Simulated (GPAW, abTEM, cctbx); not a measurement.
## CaPb2: the scripts behind a bonding study

Short scripts, each with its output. The start was made by putting kin elements into a known structure type; the compound need not exist, or be stable, in this form.

### 1. Relax the structure

```text
cell
1.0
     0.000000000    4.701500000    4.701500000
     4.701500000    0.000000000    4.701500000
     4.701500000    4.701500000    0.000000000
Pb Ca
4 2
Direct
0.625000000 0.125000000 0.125000000
0.125000000 0.625000000 0.125000000
0.125000000 0.125000000 0.625000000
0.125000000 0.125000000 0.125000000
0.750000000 0.750000000 0.750000000
0.500000000 0.500000000 0.500000000
```

```python
from ase.constraints import FixSymmetry
from ase.filters import FrechetCellFilter
from ase.io import read, write
from ase.optimize import BFGS
from ase.parallel import parprint
from gpaw import GPAW, PW, FermiDirac

atoms = read("start.vasp")
atoms.set_constraint(FixSymmetry(atoms))
atoms.calc = GPAW(mode=PW(570), xc="PBE", kpts={"size": (4, 4, 4), "gamma": True},
                 occupations=FermiDirac(0.1), maxiter=120, symmetry={"tolerance": 1e-5}, txt="relax.txt")
BFGS(FrechetCellFilter(atoms), maxstep=0.15).run(fmax=0.03, steps=40)
parprint("cell  %.4f %.4f %.4f  %.2f %.2f %.2f" % tuple(atoms.cell.cellpar()))
parprint("volume %.3f A^3, largest force %.3f eV/A, largest stress %.2f GPa" % (atoms.get_volume(), abs(atoms.get_forces()).max(), 160.218 * abs(atoms.get_stress()).max()))
atoms.set_constraint()
write("relaxed.vasp", atoms, direct=True)
```

```console
$ OMP_NUM_THREADS=1 mpirun -n 4 gpaw python run.py > gpaw.log
```

```text
      Step        Energy          fmax
BFGS:    0      -20.600387        0.152805
BFGS:    1      -20.601364        0.145610
BFGS:    2      -20.609677        0.006402
cell  6.5978 6.5978 6.5978  60.00 60.00 60.00
volume 203.083 A^3, largest force 0.000 eV/A, largest stress 0.03 GPa
```

Time: 51 s on 4 cores of Arm Neoverse V2 (shared host), peak memory 1.2 GiB.

### 2. Build the all-electron density and subtract free atoms

```text
cell
1.0
     0.000000000    4.665317475    4.665317475
     4.665317475    0.000000000    4.665317475
     4.665317475    4.665317475    0.000000000
Pb Ca
4 2
Direct
0.125000000 0.625000000 0.625000000
0.625000000 0.125000000 0.625000000
0.625000000 0.625000000 0.125000000
0.625000000 0.625000000 0.625000000
0.250000000 0.250000000 0.250000000
0.000000000 0.000000000 0.000000000
```

```python
import numpy as np
from ase.io import read
from ase.units import Bohr
from gpaw import GPAW, PW, FermiDirac
from gpaw.calculator import GPAW as OldGPAW
from gpaw.mpi import serial_comm, world
from scipy.special import erfc
from scipy.spatial import cKDTree

atoms = read("cell.vasp")
atoms.calc = GPAW(mode=PW(450), xc="PBE", kpts={"size": (5, 5, 5), "gamma": True},
                 occupations=FermiDirac(0.1), maxiter=120, symmetry={"tolerance": 1e-5}, txt="scf.txt")
atoms.get_potential_energy()
rho = atoms.calc.get_all_electron_density(gridrefinement=2)
moments = atoms.get_magnetic_moments() if atoms.calc.get_number_of_spins() == 2 else np.zeros(len(atoms))
total = atoms.get_magnetic_moment() if moments.any() else 0.0
if world.rank == 0:
    free = OldGPAW(mode=PW(450), xc="PBE", txt=None, communicator=serial_comm)
    neutral = atoms.copy()
    neutral.set_initial_magnetic_moments(None)
    free.initialize(neutral)
    free.set_positions(neutral)
    drho = rho - free.get_all_electron_density(gridrefinement=2)
    # GPAW starts from confined atoms: exchange their smooth part for that of the datasets' free atoms
    h = np.stack(np.meshgrid(*[np.fft.fftfreq(n, 1 / n) for n in drho.shape], indexing="ij"), -1)
    gabs = np.linalg.norm(h @ atoms.cell.reciprocal(), axis=-1)
    tails = np.fft.fftn(free.get_pseudo_density(gridrefinement=2))
    g, form, v0 = np.linspace(0, gabs.max(), 1500), {}, 0
    for e in set(atoms.symbols):
        idx = atoms.symbols.search(e)
        d = free.setups[idx[0]].data
        r, w = d.rgd.r_g * Bohr, d.rgd.r_g**2 * d.rgd.dr_g
        j0 = np.sinc(2 * g[:, None] * r)
        smooth = sum(f * p**2 for f, p in zip(d.f_j, d.phit_jg)) + np.sqrt(4 * np.pi) * d.nct_g
        full = sum(f * p**2 for f, p in zip(d.f_j, d.phi_jg)) + np.sqrt(4 * np.pi) * d.nc_g
        phase = sum(np.exp(-2j * np.pi * h @ s) for s in atoms.get_scaled_positions()[idx])
        tails -= np.interp(gabs, g, j0 @ (smooth * w)) * phase * drho.size / atoms.get_volume()
        form[e] = j0 @ (full * w)
        v0 += 2 * np.pi / 3 * 14.3996 * (full * w * r**2).sum() * len(idx)  # V A^3
    tails *= 0.5 * erfc((gabs - 1.8) / 0.25)  # the tails differ at long wavelengths alone
    drho += np.fft.ifftn(tails).real  # crystal minus superposed spherical free atoms
    np.save("drho.npy", drho)
    dv = atoms.get_volume() / drho.size
    print("grid", drho.shape, " electrons %.3f" % (rho.sum() * dv), " moved by bonding %.3f e" % (abs(drho).sum() * dv / 2))
    pts = np.indices(drho.shape).reshape(3, -1).T / drho.shape @ atoms.cell
    shifts = (np.indices((3, 3, 3)).reshape(3, -1).T - 1) @ atoms.cell
    images = (atoms.positions[None] + shifts[:, None]).reshape(-1, 3)
    dist, idx = cKDTree(images).query(pts, k=4)
    out = drho.ravel()[dist[:, 0] > 0.5]
    print("deformation density beyond 0.5 A of the nuclei: max %.3f, min %.3f e/A^3" % (out.max(), out.min()))
    tie = dist < dist[:, :1] + 1e-4
    q = -np.bincount((idx % len(atoms))[tie], (drho.ravel()[:, None] / tie.sum(1, keepdims=True) * tie)[tie], len(atoms)) * dv
    print("atom        x       y       z   Voronoi charge  moment")
    for a, s, c, m in zip(atoms, atoms.get_scaled_positions(), q, moments):
        print("%-2s%-3d %7.4f %7.4f %7.4f %10.3f %10.2f" % (a.symbol, a.index + 1, *s, c, m))
    np.savez("free.npz", g=g, **form)
    print("mean inner potential of superposed free atoms %.3f V" % (v0 / atoms.get_volume()))
    print("total magnetic moment %.3f muB" % total)
```

```console
$ OMP_NUM_THREADS=1 mpirun -n 4 gpaw python run.py > gpaw.log
```

```text
grid (70, 70, 70)  electrons 368.000  moved by bonding 0.921 e
deformation density beyond 0.5 A of the nuclei: max 0.055, min -0.025 e/A^3
atom        x       y       z   Voronoi charge  moment
Pb1    0.1250  0.6250  0.6250     -0.110       0.00
Pb2    0.6250  0.1250  0.6250     -0.110       0.00
Pb3    0.6250  0.6250  0.1250     -0.110       0.00
Pb4    0.6250  0.6250  0.6250     -0.110       0.00
Ca5    0.2500  0.2500  0.2500      0.220       0.00
Ca6    0.0000  0.0000  0.0000      0.222       0.00
mean inner potential of superposed free atoms 16.784 V
total magnetic moment 0.000 muB
```

Time: 25 s.

### 3. Fourier-transform the difference

```python
from cctbx import adptbx, crystal, miller, xray
from cctbx.eltbx import tiny_pse
import numpy as np

cs = crystal.symmetry(unit_cell=(9.3306, 9.3306, 9.3306, 90, 90, 90), space_group_symbol='Hall: F 4d 2 3 -1d')  # Fd-3m
atoms = [  # label, site, U (iso, or U11 U22 U33 U12 U13 U23 in A^2), occupancy
    ("Pb1", (0.625, 0.875, 0.875), 0.0000, 1),
    ("Ca1", (0.25, 0.75, 0.75), 0.0000, 1),
]
xs = xray.structure(crystal_symmetry=cs)
for label, site, u, occ in atoms:
    u = adptbx.u_cif_as_u_star(cs.unit_cell(), u) if isinstance(u, tuple) else u
    xs.add_scatterer(xray.scatterer(label, site=site, u=u, occupancy=occ))
xs.scattering_type_registry(table="wk1995")
drho = np.load("drho.npy")
T = np.array([[-1, 1, 1], [1, -1, 1], [1, 1, -1]])  # conventional axes in terms of the primitive ones
dF = np.fft.ifftn(drho) * 812.33206  # electrons a conventional cell, indexed by primitive hkl
ms = miller.build_set(cs, anomalous_flag=False, d_min=0.9).sort("resolution")
iam = ms.structure_factors_from_scatterers(xs, algorithm="direct").f_calc()
p1 = xs.expand_to_p1()
z = np.array([tiny_pse.table(sc.scattering_type).atomic_number() for sc in p1.scatterers()])
x = np.array(p1.sites_frac())
free = np.load("free.npz")
print("static structure factors of the conventional cell: F in electrons, V (Mott-Bethe) in volts")
print("   h  k  l      d  |F| table  |F| free   |F| DFT   change   |V| free  |V| DFT  change %")
for h, d, table in list(zip(ms.indices(), ms.d_spacings().data(), iam.data()))[:16]:
    df = dF[tuple(np.rint(np.linalg.solve(T, h)).astype(int))]
    phase = np.exp(2j * np.pi * x @ h)
    f = sum(np.interp(1 / d, free["g"], free[sc.scattering_type]) * p for sc, p in zip(p1.scatterers(), phase))
    fz = (z * phase).sum()
    c = 14.3996 * d * d / (np.pi * cs.unit_cell().volume())
    v0, v1 = abs(fz - f) * c, abs(fz - f - df) * c
    print("%4d%3d%3d %7.4f %9.3f %9.3f %9.3f %8.3f %9.3f %8.3f %8s" % (h + (d, abs(table), abs(f), abs(f + df), abs(f + df) - abs(f), v0, v1, "%.1f" % (100 * (v1 / v0 - 1)) if v0 > 0.02 else "-")))
```

```console
$ python run.py
```

```text
static structure factors of the conventional cell: F in electrons, V (Mott-Bethe) in volts
   h  k  l      d  |F| table  |F| free   |F| DFT   change   |V| free  |V| DFT  change %
   1  1  1  5.3870   525.594   524.608   525.266    0.658     2.989    2.881     -3.6
   0  2  2  3.2989   125.417   125.556   125.234   -0.322     2.115    2.135      0.9
   1  3  1  2.8133   655.297   655.022   655.099    0.076     5.096    5.093     -0.1
   2  2  2  2.6935  1131.366  1130.815  1129.674   -1.141     7.417    7.464      0.6
   0  4  0  2.3327   982.592   982.195   980.357   -1.838     5.213    5.270      1.1
   1  3  3  2.1406   458.811   458.650   457.993   -0.656     2.177    2.194      0.8
   2  4  2  1.9046   101.100   101.131   101.467    0.336     1.205    1.198     -0.6
   3  3  3  1.7957   575.807   575.752   575.993    0.241     3.518    3.514     -0.1
   1  5  1  1.7957   575.807   575.752   575.922    0.170     3.518    3.515     -0.1
   0  4  4  1.6494  1076.686  1076.596  1076.832    0.236     6.070    6.066     -0.1
   1  5  3  1.5772   419.731   419.587   419.648    0.061     1.730    1.729     -0.0
   2  4  4  1.5551     0.000     0.000     0.019    0.019     0.000    0.000        -
   0  6  2  1.4753    86.589    86.693    86.694    0.001     0.900    0.900     -0.0
   3  5  3  1.4229   524.066   524.024   524.129    0.105     2.800    2.799     -0.0
   2  6  2  1.4066   924.190   923.934   924.208    0.274     4.333    4.329     -0.1
   4  4  4  1.3468   825.794   825.367   825.879    0.512     3.343    3.338     -0.2
```

Time: 0.28 s on 1 core of Arm Neoverse V2 (shared host), peak memory 0.09 GiB.

### 4. Rock the beam across one reflection

```python
import abtem
import numpy as np
from ase.build import make_supercell
from ase.io import read

abtem.config.set({"dask.lazy": False, "fft": "fftw", "diagnostics.progress_bar": False})
M = [[-1, 1, -1], [-1, 1, 1], [1, 1, -1]]  # rows: x, y and beam direction in the primitive cell's axes
unit = make_supercell(read("cell.vasp"), M)
unit.set_cell(list(unit.cell.lengths()) + [90, 90, 90], scale_atoms=True)
unit.positions[:, 2] += 0.5832  # keeps atomic planes off the slice boundaries
unit.wrap()
slab = unit * (1, 1, 96)
print(slab.get_chemical_formula(), "| box %.2f x %.2f x %.2f A" % tuple(slab.cell.lengths()))

# change of the potential by bonding, from the DFT deformation density (Poisson's equation term by term)
drho = np.load("drho.npy")
prim = read("cell.vasp")
h = np.stack(np.meshgrid(*[np.fft.fftfreq(n, 1 / n) for n in drho.shape], indexing="ij"), -1).reshape(-1, 3).astype(int)
g2 = ((h @ prim.cell.reciprocal()) ** 2).sum(1)
keep = (g2 > 0) & (g2 < 2.5**2)
shape = (208, 208, 56)
vg = np.zeros(shape, complex)
hm = h[keep] @ np.array(M).T
move = np.exp(-2j * np.pi * hm[:, 2] * (0.5832 / unit.cell[2, 2] - 0.5 / shape[2]))  # the same shift, sampled at mid-points
vg[tuple(hm.T % np.array(shape)[:, None])] = -14.3996 / np.pi * (np.fft.fftn(drho).ravel() / drho.size)[keep] / g2[keep] * move
dV = np.fft.ifftn(vg).real * vg.size
dV = dV.reshape(208, 208, 8, 7).mean(3) * unit.cell[2, 2] / 8  # V A, projected in each slice
dV = np.tile(dV.transpose(2, 0, 1), (96, 1, 1))


def build(atoms):
    p = abtem.Potential(atoms, gpts=(208, 208), slice_thickness=[slab.cell[2, 2] / 768] * 768,
                        parametrization="lobato", projection="infinite", exit_planes=192).build()
    p.array[:] += BONDING * dV
    return p


def potentials():
    yield build(slab)  # atoms at rest


for label, BONDING in (("IAM", 0.0), ("DFT", 1.0)):
    print("=====", label)
    potential = build(slab)
    print("grid", potential.gpts, "slices", potential.num_slices)
    thickness = potential.exit_thicknesses
    h = np.array(M) @ np.linalg.solve(np.array([[-1, 1, 1], [1, -1, 1], [1, 1, -1]]), [2, 2, 0])
    ix, iy = round(h[0]) * 1, round(h[1]) * 1
    gxy = h[:2] / unit.cell.lengths()[:2]
    along = gxy / np.hypot(*gxy)
    across = np.array([-along[1], along[0]])
    bragg = 500 * abtem.PlaneWave(energy=200000).wavelength * np.hypot(*gxy)
    print("Bragg angle %.3f mrad; beam tilted 37 mrad off the zone axis across the row" % bragg)
    print("dark-field intensity of 2 2 0 against tilt along the row, in Bragg angles")
    print("  t (A)" + "".join("%8.2f" % s for s in [0.2, 0.4, 0.6, 0.8, 1.0, 1.2, 1.4, 1.6, 1.8, 2.0, 2.2, 2.4, 2.6]))
    rows = []
    row = [(n * ix, n * iy) for n in range(-8, 9)]
    for s in [0.2, 0.4, 0.6, 0.8, 1.0, 1.2, 1.4, 1.6, 1.8, 2.0, 2.2, 2.4, 2.6]:
        tilt = -s * bragg * along + 37 * across
        dp = abtem.PlaneWave(energy=200000, tilt=tuple(tilt)).multislice(potential).diffraction_patterns(max_angle="valid").array
        rows.append(dp[:, dp.shape[1] // 2 + ix, dp.shape[2] // 2 + iy])
        if s == 1.0:
            cx, cy = dp.shape[1] // 2, dp.shape[2] // 2
            share = sum(dp[:, cx + i, cy + j] for i, j in row if abs(i) < cx and abs(j) < cy) / dp.sum(axis=(1, 2))
            total = dp.sum(axis=(1, 2))
    for t, a in list(zip(thickness, np.array(rows).T))[1:]:
        print("%7.1f" % t + "".join("%8.4f" % v for v in a))
    print("at the Bragg tilt, share in the row:", share[1:].round(3).tolist(), "total:", total[1:].round(3).tolist())
```

```console
$ python run.py
```

```text
Ca768Pb1536 | box 9.33 x 9.33 x 895.74 A
===== IAM
grid (208, 208) slices 768
Bragg angle 3.801 mrad; beam tilted 37 mrad off the zone axis across the row
dark-field intensity of 2 2 0 against tilt along the row, in Bragg angles
  t (A)    0.20    0.40    0.60    0.80    1.00    1.20    1.40    1.60    1.80    2.00    2.20    2.40    2.60
  223.9  0.1025  0.1289  0.1531  0.1721  0.1798  0.1723  0.1541  0.1314  0.1058  0.0818  0.0617  0.0437  0.0279
  447.9  0.1605  0.2382  0.3394  0.3844  0.3845  0.3823  0.3375  0.2370  0.1612  0.1087  0.0479  0.0374  0.0648
  671.8  0.0373  0.1229  0.3619  0.4977  0.5907  0.5018  0.3618  0.1203  0.0378  0.0853  0.0173  0.1018  0.0685
  895.7  0.0163  0.0949  0.1898  0.2955  0.3981  0.2946  0.1888  0.0932  0.0152  0.0554  0.0048  0.0103  0.0381
at the Bragg tilt, share in the row: [0.7929999828338623, 0.7289999723434448, 0.7120000123977661, 0.6869999766349792] total: [0.9760000109672546, 0.9539999961853027, 0.925000011920929, 0.8960000276565552]
===== DFT
grid (208, 208) slices 768
Bragg angle 3.801 mrad; beam tilted 37 mrad off the zone axis across the row
dark-field intensity of 2 2 0 against tilt along the row, in Bragg angles
  t (A)    0.20    0.40    0.60    0.80    1.00    1.20    1.40    1.60    1.80    2.00    2.20    2.40    2.60
  223.9  0.1041  0.1310  0.1555  0.1748  0.1827  0.1750  0.1566  0.1334  0.1075  0.0831  0.0627  0.0444  0.0283
  447.9  0.1623  0.2403  0.3424  0.3880  0.3882  0.3859  0.3405  0.2391  0.1629  0.1097  0.0484  0.0375  0.0651
  671.8  0.0371  0.1206  0.3605  0.4971  0.5912  0.5011  0.3604  0.1179  0.0376  0.0851  0.0171  0.1010  0.0688
  895.7  0.0177  0.0910  0.1850  0.2884  0.3904  0.2875  0.1840  0.0893  0.0166  0.0540  0.0055  0.0097  0.0373
at the Bragg tilt, share in the row: [0.7919999957084656, 0.7279999852180481, 0.7120000123977661, 0.6869999766349792] total: [0.9760000109672546, 0.9539999961853027, 0.925000011920929, 0.8949999809265137]
```

Time: 57 s.

[Outputs are excerpts: Python notices, other lines and further rows are left out; steps that failed or that the build refused (PBEsol, TPSS) are not shown.]

[Logs are printed without paths, hosts, clocks, repeated set-up lines and the standing remarks that a program may print on its own settings, such as how far it seeks lower states.]
